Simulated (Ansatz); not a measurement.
# YHg (Pm-3m): phonons and vibrational spectra

Wanted: phonon frequencies of YHg (Pm-3m) and what follows from them.

Calculated with Ansatz 0.2.0; DFT PBEsol, scalar-relativistic, plane waves, PAW; PAW set soft_1.

Most raw output is cut from this account.

### Step 1. Starting point

It takes space group Pm-3m (No. 221, cubic). Conventional cell: a = 3.680 Å, b = 3.680 Å, c = 3.680 Å, α = 90.00°, β = 90.00°, γ = 90.00°. Y has 8 Hg at 3.19 Å nearest. Nearest to Hg lie 8 Y at 3.19 Å. Farther neighbours are not listed.

### Step 2. Bringing the structure to rest

Harmonic phonons are second derivatives at a point where the forces vanish, and they are wanted at zero stress, so atoms and cell are relaxed first.

File input.yaml:

```yaml
crystal:
  lattice:
    - [3.68, 0.0, 0.0]
    - [0.0, 3.68, 0.0]
    - [0.0, 0.0, 3.68]
  atoms:
    - { symbol: "Y", position: [0.5, 0.5, 0.5] }
    - { symbol: Hg, position: [0.0, 0.0, 0.0] }
kpoints:
  mp_grid: { grid: [12, 12, 12] }
hamiltonian:
  xc: pbesol
  pseudopotentials: { kind: paw, azcp: { folder: soft_1 }, xc_functional: pbe }
scf:
  occupations: { method: gaussian, width: 0.1 }
output:
  forces: true
  stress: true
  eigenvalues: true
  write_density: true
  write_potential: true
  elf: true
  volumetric_format: npy
relax:
  adjacent_minimum: "off"
  f_tol: 0.005
  max_steps: 80
  cell: { stress_tol: 0.05 }
```

Run with:

```console
$ ansatz run input.yaml --threads 4 --pin off --max-ram 10240MiB --backend cpu --events-out ev --progress --plain --runs-dir out
```

Elapsed: 5.5 s, on 4 threads of Arm Neoverse V1, shared host; peak memory 0.41 GiB.

Relaxation path:

| step | energy less that of the first step (eV) | largest force component (eV/Å) | pressure (GPa) | volume (Å³) |
| --- | --- | --- | --- | --- |
| 1 | 0.0000 | 0.0000 | -0.84 | 49.84 |
| 2 | -0.0010 | 0.0000 | 0.58 | 48.88 |
| 3 | -0.0016 | 0.0000 | -0.01 | 49.26 |
| 4* | -0.0015 | 0.0000 | -0.01 | 49.26 |

Relaxation steps marked * repeat the geometry before them on a plane-wave basis chosen anew for their cell, so energy and pressure can jump there.

Forces are held to the 48 operations that the run works with; a distortion that breaks them can't arise in this run.

| conventional cell, symmetrised | before | after | change |
| --- | --- | --- | --- |
| a (Å) | 3.680 | 3.666 | -0.4 % |
| b (Å) | 3.680 | 3.666 | -0.4 % |
| c (Å) | 3.680 | 3.666 | -0.4 % |
| volume (Å³/atom) | 24.92 | 24.63 | -1.1 % |

Final coordinates:

```
Y Hg
1.0
     3.66586    0.00000    0.00000
     0.00000    3.66586    0.00000
     0.00000    0.00000    3.66586
Y Hg
1 1
Direct
  0.50000 0.50000 0.50000
  0.00000 0.00000 0.00000
```

Numbers from this step:

| Item | Value |
| --- | --- |
| pressure | -0.01115 GPa |
| volume per atom | 24.63 Å³ |
| gap on the k-mesh | 0 eV |

Valence density in the ac plane at fractional y = 0.500, with atoms of Y within 0.2 Å of it. It is the smooth field of the valence electrons, not physical close to the nuclei.

Values in e/Å³, 14 rows by 14 columns, each cell a mean:
```
0.1 0.1 0.1 0.1 0.1 0.1 0.1 0.1 0.1 0.1 0.1 0.1 0.1 0.1
0.1 0.1 0.1 0.1 0.1 0.1 0.1 0.1 0.1 0.1 0.1 0.1 0.1 0.1
0.1 0.1 0.1 0.1 0.2 0.2 0.3 0.4 0.3 0.2 0.1 0.1 0.1 0.1
0.1 0.1 0.1 0.2 0.4 0.7 1.2 1.3 1.1 0.6 0.3 0.1 0.1 0.1
0.1 0.1 0.1 0.3 0.7 1.7 2.5 2.7 2.3 1.4 0.6 0.2 0.1 0.1
0.1 0.1 0.1 0.4 1.3 2.7 3.4 3.4 3.3 2.3 1.1 0.3 0.1 0.1
0.1 0.1 0.2 0.5 1.6 3.1 3.3 3.0 3.4 2.7 1.3 0.4 0.1 0.1
0.1 0.1 0.1 0.5 1.4 2.9 3.4 3.3 3.4 2.5 1.2 0.3 0.1 0.1
0.1 0.1 0.1 0.3 0.9 2.0 2.9 3.1 2.7 1.7 0.7 0.2 0.1 0.1
0.1 0.1 0.1 0.2 0.4 0.9 1.4 1.6 1.3 0.7 0.4 0.2 0.1 0.1
0.1 0.1 0.1 0.1 0.2 0.3 0.5 0.5 0.4 0.3 0.2 0.1 0.1 0.1
0.1 0.1 0.1 0.1 0.1 0.1 0.1 0.2 0.1 0.1 0.1 0.1 0.1 0.1
0.1 0.1 0.1 0.1 0.1 0.1 0.1 0.1 0.1 0.1 0.1 0.1 0.1 0.1
0.1 0.1 0.1 0.1 0.1 0.1 0.1 0.1 0.1 0.1 0.1 0.1 0.1 0.1
```
Columns run along a (3.7 Å), rows up along c (3.7 Å). Atoms in or near the plane, at fractional coordinates: Y at (0.50, 0.50).

Electrostatic potential energy in the ac plane at fractional y = 0.500, with atoms of Y within 0.2 Å of it. With pseudopotentials it is smooth inside the atoms' cores, unlike the true potential.

Ten even steps from '0' (-45 eV) to '9' (17 eV), each cell a mean:
```
99999999999999
99999988899999
99998877788999
99987644468899
99986311246899
99874100024789
99863000014789
99863100014789
99875210136899
99987533467899
99998766788999
99999888899999
99999999999999
99999999999999
```
Columns run along a (3.7 Å; values clipped at the 3rd and 97th percentile), rows up along c (3.7 Å). Atoms in or near the plane, at fractional coordinates: Y at (0.50, 0.50).

ELF in the ac plane at fractional y = 0.500, with atoms of Y within 0.2 Å of it. It is the smooth field of the valence electrons, not physical close to the nuclei.

Ten even steps from '_' (0.07) to '@' (0.85), each cell a mean:
```
::::--::::________..::::--::
----::..____________..::::--
--::..____..::::::____..::::
::..____::**%%%%%%++::__..::
..____..**@@@@@@@@%%++____..
______--%%@@%%%%@@@@%%::____
______==@@@@**++%%@@%%::____
______==@@@@%%**%%@@%%::____
..____::##@@@@@@@@@@**..____
::..____--##@@@@%%**::____::
--::..____::====--..____..::
----::..______________..::--
::----::..__________..::--::
::::----::..______..::----::
```
Columns run along a (3.7 Å), rows up along c (3.7 Å). Atoms in or near the plane, at fractional coordinates: Y at (0.50, 0.50).

In this step the volume went from 24.92 to 24.63 Å³/atom.

### Step 3. Relaxing to small forces for the phonons

Phonons need a cell at rest on their own settings, so the relaxation is repeated with tight tolerances on forces and stress on the k mesh and occupations of the first response run.

input.yaml, the sections that differ from step 2:

```yaml
crystal:
  lattice:
    - [3.6658637383, 0.0, 0.0]
    - [0.0, 3.6658637383, 0.0]
    - [0.0, 0.0, 3.6658637383]
  atoms:
    - { symbol: "Y", position: [0.5, 0.5, 0.5] }
    - { symbol: Hg, position: [0.0, 0.0, 0.0] }
scf:
  occupations: { method: methfessel_paxton, width: 0.2 }
output:
  forces: true
  stress: true
  eigenvalues: true
relax:
  adjacent_minimum: "off"
  f_tol: 0.001
  max_steps: 60
  cell: { stress_tol: 0.01 }
# kpoints, hamiltonian: as in step 2
```

Run time: 3 s. Hardware: 4 threads; peak memory 0.4 GiB; 11 s of CPU time.

Little changed from the start: no atom moved by 0.005 Å and no cell edge by 0.1 %.

Numbers from this step:

| Quantity | Value |
| --- | --- |
| pressure | -0.008934 GPa |

The forces vanish by symmetry and the pressure is -0.009 GPa, within the tolerances set. The cell now holds 24.63 Å³/atom.

### Step 4. Linear response at the zone centre

The zone centre comes first: it holds the modes that light can see, as far as symmetry allows. No field response is asked, since the mesh shows no gap.

input.yaml: that of step 3 with these lines changed.

```diff
@@ -16,9 +16,4 @@
 output:
-  forces: true
-  stress: true
   eigenvalues: true
-relax:
-  adjacent_minimum: "off"
-  f_tol: 0.001
-  max_steps: 60
-  cell: { stress_tol: 0.01 }
+phonons:
+  method: dfpt
```

Elapsed: 15 s, on 4 threads; peak memory 0.77 GiB; 56 s of CPU time.

This step gave:

```
sum-rule residual before enforcement                    : 3.59e-5 eV/Å²
point group                                             : m-3m
highest optical mode at the zone centre (no LO-TO term) : 102.2 cm⁻¹
lowest optical zone-centre mode                         : 102.2 cm⁻¹
```

Patterns of degenerate modes are one choice out of their space. Modes at Γ, with each element's share of the kinetic energy:

| mode | frequency (cm⁻¹) | symmetry | Y % | Hg % |
| --- | --- | --- | --- | --- |
| 1 | 0.0 | acoustic | 31 | 69 |
| 2 | 0.0 | acoustic | 31 | 69 |
| 3 | 0.0 | acoustic | 31 | 69 |
| 4 | 102.2 | T1u | 69 | 31 |
| 5 | 102.2 | T1u | 69 | 31 |
| 6 | 102.2 | T1u | 69 | 31 |

Displacements in mode 6 (102.2 cm⁻¹), the largest set to 1:
```
Y1   0.00 -0.09  1.00
Hg2  0.00  0.04 -0.44
```

Before it was imposed, the acoustic sum rule was missed by 3.6e-5 eV/Å². Small misses are needed for a sound result but don't prove that mesh and cutoff are converged. The lowest optical mode is real, 102 cm⁻¹.

### Step 5. Phonons on a q mesh

Stability and thermal properties need the whole zone. Linear response on a 4×4×4 q mesh gives force constants as far as a supercell of that size would.

input.yaml: that of step 4 with these lines changed.

```diff
@@ -19 +19,8 @@
   method: dfpt
+  qmesh: [4, 4, 4]
+  temperatures: { t_max: 1000, t_step: 50 }
+  qpath:
+    path:
+      - [[0.0, 0.0, 0.0], [0.0, 0.5, 0.0], [0.5, 0.5, 0.0], [0.0, 0.0, 0.0], [0.5, 0.5, 0.5], [0.0, 0.5, 0.0]]
+      - [[0.5, 0.5, 0.5], [0.5, 0.5, 0.0]]
+    npoints: 10
```

The job ended after 7.6 min (4 threads; peak memory 2.3 GiB; 30 min of CPU time).

Numbers from this step:

* sum-rule residual before enforcement: 3.06e-5 eV/Å²
* lowest frequency on the path: 0 cm⁻¹
* highest frequency on the path or at a solved wavevector: 154.1 cm⁻¹
* mean frequency: 83.6 cm⁻¹
* Debye temperature (second moment): 172 K
* logarithmic mean frequency: 73.4 cm⁻¹
* lowest mode on the q mesh (acoustic modes at Γ apart): 26.65 cm⁻¹
* zero-point energy per atom: 15.55 meV
* heat capacity at 300 K: 24.54 J/(mol atoms K)
* vibrational entropy at 300 K: 51.18 J/(mol atoms K)

Frequencies (cm⁻¹) solved at each irreducible wavevector; negative means imaginary. Frequencies by wavevector, by row:

| q in reciprocal lattice units | star | mode 1 | mode 2 | mode 3 | mode 4 | mode 5 | mode 6 |
| --- | --- | --- | --- | --- | --- | --- | --- |
| 0 0 0 | 1 | 0 | 0 | 0 | 102.2 | 102.2 | 102.2 |
| 0 0 0.25 | 6 | 38.9 | 38.9 | 56.4 | 97.3 | 97.3 | 125.6 |
| 0 0 -0.5 | 3 | 57.5 | 57.5 | 63 | 96.2 | 96.2 | 154.1 |
| 0 0.25 0.25 | 12 | 32.5 | 46.7 | 62.5 | 89.8 | 125.5 | 127.8 |
| 0 0.25 -0.5 | 12 | 41.6 | 49.3 | 56.4 | 80.2 | 126.5 | 147.8 |
| 0 -0.5 -0.5 | 3 | 26.7 | 26.7 | 55.5 | 60 | 151.1 | 151.1 |
| 0.25 0.25 0.25 | 8 | 48.5 | 48.5 | 52.9 | 118.6 | 123.6 | 123.6 |
| 0.25 0.25 -0.5 | 12 | 26.6 | 48.7 | 60.3 | 118.8 | 121.4 | 145.2 |
| 0.25 -0.5 -0.5 | 6 | 42.1 | 42.1 | 60.2 | 111.2 | 142.2 | 142.2 |
| -0.5 -0.5 -0.5 | 1 | 54.9 | 54.9 | 54.9 | 138.7 | 138.7 | 138.7 |

Interpolated from a 4×4×4 q mesh. The phonon branches at the labelled points (cm⁻¹):

| point | branch 1 | branch 2 | branch 3 | branch 4 | branch 5 | branch 6 |
| --- | --- | --- | --- | --- | --- | --- |
| Γ | 0 | 0 | 0 | 102 | 102 | 102 |
| halfway | 39 | 39 | 56 | 97 | 97 | 126 |
| X | 58 | 58 | 63 | 96 | 96 | 154 |
| halfway | 42 | 49 | 56 | 80 | 126 | 148 |
| M | 27 | 27 | 56 | 60 | 151 | 151 |
| halfway | 32 | 47 | 62 | 90 | 126 | 128 |
| Γ | 0 | 0 | 0 | 102 | 102 | 102 |
| halfway | 48 | 48 | 53 | 119 | 124 | 124 |
| R | 55 | 55 | 55 | 139 | 139 | 139 |
| halfway | 27 | 49 | 60 | 119 | 121 | 145 |
| X | 58 | 58 | 63 | 96 | 96 | 154 |
| jump to R | 55 | 55 | 55 | 139 | 139 | 139 |
| halfway | 42 | 42 | 60 | 111 | 142 | 142 |
| M | 27 | 27 | 56 | 60 | 151 | 151 |

Tetrahedra on a 20×20×20 mesh, mean over bins of 2 cm-1. Interpolated from a 4×4×4 q mesh. Table of phonon density of states by wavenumber; read off at these points:

| wavenumber (cm⁻¹) | phonon density of states (1/cm⁻¹/cell) |
| --- | --- |
| 1.0 | 1.0e-5 |
| 5.0 | 1.3e-4 |
| 9.0 | 8.0e-4 |
| 13.0 | 0.00178 |
| 17.0 | 0.00286 |
| 21.0 | 0.00461 |
| 25.0 | 0.00673 |
| 31.0 | 0.0544 |
| 35.0 | 0.0754 |
| 37.0 | 0.0802 |
| 39.0 | 0.0699 |
| 43.0 | 0.0615 |
| 47.0 | 0.0742 |
| 49.0 | 0.0951 |
| 51.0 | 0.0887 |
| 55.0 | 0.119 |
| 57.0 | 0.171 |
| 59.0 | 0.156 |
| 63.0 | 0.0192 |
| 67.0 | 0.0029 |
| 71.0 | 0.00429 |
| 75.0 | 0.00598 |
| 81.0 | 0.00938 |
| 85.0 | 0.0129 |
| 89.0 | 0.0183 |
| 93.0 | 0.0285 |
| 97.0 | 0.0550 |
| 101.0 | 0.0530 |
| 105.0 | 0.0398 |
| 109.0 | 0.0378 |
| 113.0 | 0.0339 |
| 117.0 | 0.0357 |
| 121.0 | 0.0339 |
| 125.0 | 0.0389 |
| 131.0 | 0.0420 |
| 135.0 | 0.0512 |
| 139.0 | 0.0752 |
| 143.0 | 0.0689 |
| 147.0 | 0.0745 |
| 151.0 | 0.0108 |
| 155.0 | 0 |

The partial phonon density of states has structure finer than the step of the table below, so its rows give means over 10 cm⁻¹, whole bins alone (the curve runs from -10 to 168 cm⁻¹). Peaks (cm⁻¹: height): Hg 57.2: 0.138; Y 35.9: 0.0121, 98.6: 0.0457, 117.7: 0.0466, 127.7: 0.0524, 137.8: 0.0701.

Phonopy on the run's constants, 15x15x15 mesh, Gaussian sigma 2.0 cm-1. Interpolated from a 4×4×4 q mesh. Partial phonon density of states against wavenumber; means over each step; values in 1/cm⁻¹/cell:

| wavenumber (cm⁻¹) | Hg | Y |
| --- | --- | --- |
| 0 | 6.7e-5 | 3.0e-5 |
| 10 | 8.5e-4 | 3.6e-4 |
| 20 | 0.00377 | 0.00134 |
| 30 | 0.0384 | 0.00766 |
| 40 | 0.0586 | 0.00962 |
| 50 | 0.0798 | 0.00677 |
| 60 | 0.0898 | 0.00261 |
| 70 | 0.00123 | 0.00420 |
| 80 | 5.9e-4 | 0.00833 |
| 90 | 0.00238 | 0.0211 |
| 100 | 0.00667 | 0.0404 |
| 110 | 0.00418 | 0.0306 |
| 120 | 0.00347 | 0.0322 |
| 130 | 0.00339 | 0.0407 |
| 140 | 0.00454 | 0.0626 |
| 150 | 0.00225 | 0.0312 |
| 160 | 3.0e-6 | 2.1e-4 |

Second derivatives of the energy by pair, one row for each kind of neighbour of each atom listed. Each entry sums the pair over the periodic images of the supercell that the q mesh stands for, and in a polar crystal it holds the long-range dipole part too. Force constants by pair, by row:

| atom | neighbour | distance (Å) | third of the trace (eV/Å²) | along the pair's line (eV/Å²) |
| --- | --- | --- | --- | --- |
| Y1 | itself | 0 | 4.501 | – |
| Y1 | Hg | 3.175 | -0.2945 | -1.106 |
| Y1 | Y | 3.666 | -0.272 | -1.064 |
| Y1 | Y | 5.184 | -0.0216 | 0.0077 |
| Y1 | Hg | 6.079 | 5.00e-4 | 0.0077 |
| Y1 | Y | 6.349 | -0.0521 | -0.1532 |
| Y1 | Y | 7.332 | 0.0112 | -0.0498 |
| Hg2 | itself | 0 | 2.549 | – |
| Hg2 | Y | 3.175 | -0.2945 | -1.106 |
| Hg2 | Hg | 3.666 | 0.0373 | 0.0203 |
| Hg2 | Hg | 5.184 | -0.0023 | -0.0112 |
| Hg2 | Y | 6.079 | 5.00e-4 | 0.0077 |
| Hg2 | Hg | 6.349 | -0.0075 | -0.0189 |
| Hg2 | Hg | 7.332 | -0.051 | -0.1953 |

Harmonic thermodynamic functions per atom, from the density of states. Interpolated from a 4×4×4 q mesh. Thermodynamic functions, by row:

| T (K) | F_vib (meV/atom) | S (J/mol-atom/K) | C_V (J/mol-atom/K) |
| --- | --- | --- | --- |
| 0 | 15.55 | 0 | 0 |
| 50 | 13.19 | 12.07 | 15.79 |
| 100 | 3.29 | 25.3 | 21.73 |
| 200 | -32.06 | 41.32 | 24.05 |
| 300 | -80.32 | 51.18 | 24.54 |
| 400 | -137.2 | 58.27 | 24.71 |
| 500 | -200.6 | 63.8 | 24.8 |
| 600 | -269.1 | 68.32 | 24.84 |
| 700 | -341.9 | 72.15 | 24.87 |
| 800 | -418.5 | 75.47 | 24.88 |
| 900 | -498.3 | 78.4 | 24.9 |
| 1000 | -580.9 | 81.03 | 24.91 |

Harmonic mean-square displacement, third of the trace. Interpolated from a 4×4×4 q mesh. Mean square displacements, by row:

| T (K) | Y1 U_eq (Å²) | Hg2 U_eq (Å²) |
| --- | --- | --- |
| 0 | 0.00196 | 0.00178 |
| 100 | 0.00435 | 0.00615 |
| 300 | 0.0119 | 0.01791 |
| 600 | 0.02358 | 0.03572 |

Symmetry leaves 10 wavevectors to solve. The lowest mode among them, the acoustic zeros apart, lies at q = (0.25, 0.25, -0.5) and is real, 26.6 cm⁻¹.

### Step 6. Summary of results

```yaml
space_group_after_relaxation_within_0p01_a: Pm-3m
volume_per_atom: 24.6 Å³
electronic_character: no gap on this mesh
highest_optical_mode_at_the_zone_centre_no_lo_to_term: 102 cm⁻¹
lowest_optical_zone_centre_mode: 102 cm⁻¹
lowest_mode_on_the_q_mesh_acoustic_modes_at_gamma_apart: 26.6 cm⁻¹
highest_frequency_on_the_path_or_at_a_solved_wavevector: 154 cm⁻¹
zero_point_energy_per_atom: 15.6 meV
heat_capacity_at_300_k: 24.5 J/(mol atoms K)
vibrational_entropy_at_300_k: 51.2 J/(mol atoms K)
debye_temperature_second_moment: 172 K
imaginary_modes_on_the_4x4x4_q_mesh: none
```

The structure is a minimum as far as tested: no mode is imaginary at the 10 irreducible wavevectors of the 4×4×4 mesh, and the softest away from the acoustic zeros lies at 27 cm⁻¹. The optical modes at Γ form one degenerate level at 102 cm⁻¹. The highest mode in this list at Γ, 102.2 cm⁻¹, has its largest share on Y (69 % of the kinetic energy). With no gap, or one that is small against the smearing, the frequencies hang on the k mesh and the smearing, most of all near Kohn anomalies. The phonon runs are without spin polarisation, although the cell has an odd electron count. Spin-orbit coupling is left out, which can matter for the heavy elements here. The PAW files were made for PBE and serve the other functionals too. These are harmonic frequencies at zero temperature: anharmonic shifts, linewidths and thermal expansion are left out.

[Logs are printed without paths, hosts, clocks, repeated set-up lines and the standing remarks that a program may print on its own settings, such as how far it seeks lower states.]

[Hosts, paths, dates, database ids (printed as entryN), source tags and the programs' standing remarks are cut or masked in the printed files.]
